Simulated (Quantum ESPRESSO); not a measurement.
# NbSi2: which shell does photoemission see at 21.2 and 100 eV? (PBE)

The valence band of NbSi2 mixes several shells. Work out by hand which one leads the spectrum's area at each photon energy.

Filled states come from the projected DOS of Quantum ESPRESSO 7.5 (PBE, plane waves); cross sections σ and asymmetry parameters β are those of free atoms in a Dirac–Hartree–Slater calculation. A shell's area is states × σ × angular factor, which is 1 + β·P₂(cos θ) for linear light, with θ = 10° from the polarisation and P₂ = 0.955.

**At 21.2 eV** (states counted from 11.2 eV below the zero; other shells add 0.77 to the products' sum of 106):

```
shell  filled states a cell  cross section (Mb an electron)     β  angular factor  product  share by hand (%)  share in the simulated spectrum (%)
Nb 4d                 13.82                            5.05  0.44            1.42     99.2                 94                                   94
Si 3s                  5.40                           0.129  2.00            2.91     2.03                  2                                    2
Si 3p                 14.35                           0.148  0.75            1.71     3.63                  3                                    3
```

**At 100 eV** (states counted from 14.4 eV below the zero; other shells add 0.06 to the products' sum of 3.95):

| shell | filled states a cell | cross section (Mb an electron) | β | angular factor | product | share by hand (%) | share in the simulated spectrum (%) |
| --- | --- | --- | --- | --- | --- | --- | --- |
| Nb 4d | 13.84 | 0.0226 | -0.73 | 0.30 | 0.0935 | 2 | 2 |
| Si 3s | 5.80 | 0.0756 | 2.00 | 2.91 | 1.28 | 32 | 32 |
| Si 3p | 14.48 | 0.0705 | 1.54 | 2.47 | 2.52 | 64 | 64 |

Nb 4d leads at 21.2 eV and Si 3p at 100 eV. Between the two energies σ of Nb 4d changes by a factor 0.0045 and that of Si 3p by 0.48, so their ratio moves 106-fold in favour of the second. The simulated spectrum uses the same rule on the energy-resolved DOS, so the two share columns agree within a few points.

Only crystals where the two columns agree within 4 points and the lead is clear are worked in this form. Free-atom cross sections ignore the solid's final states, no escape depth or background enters, and the count of states a shell hangs on the projection.

[Logs are printed without paths, hosts, clocks, repeated set-up lines and the standing remarks that a program may print on its own settings, such as how far it seeks lower states.]
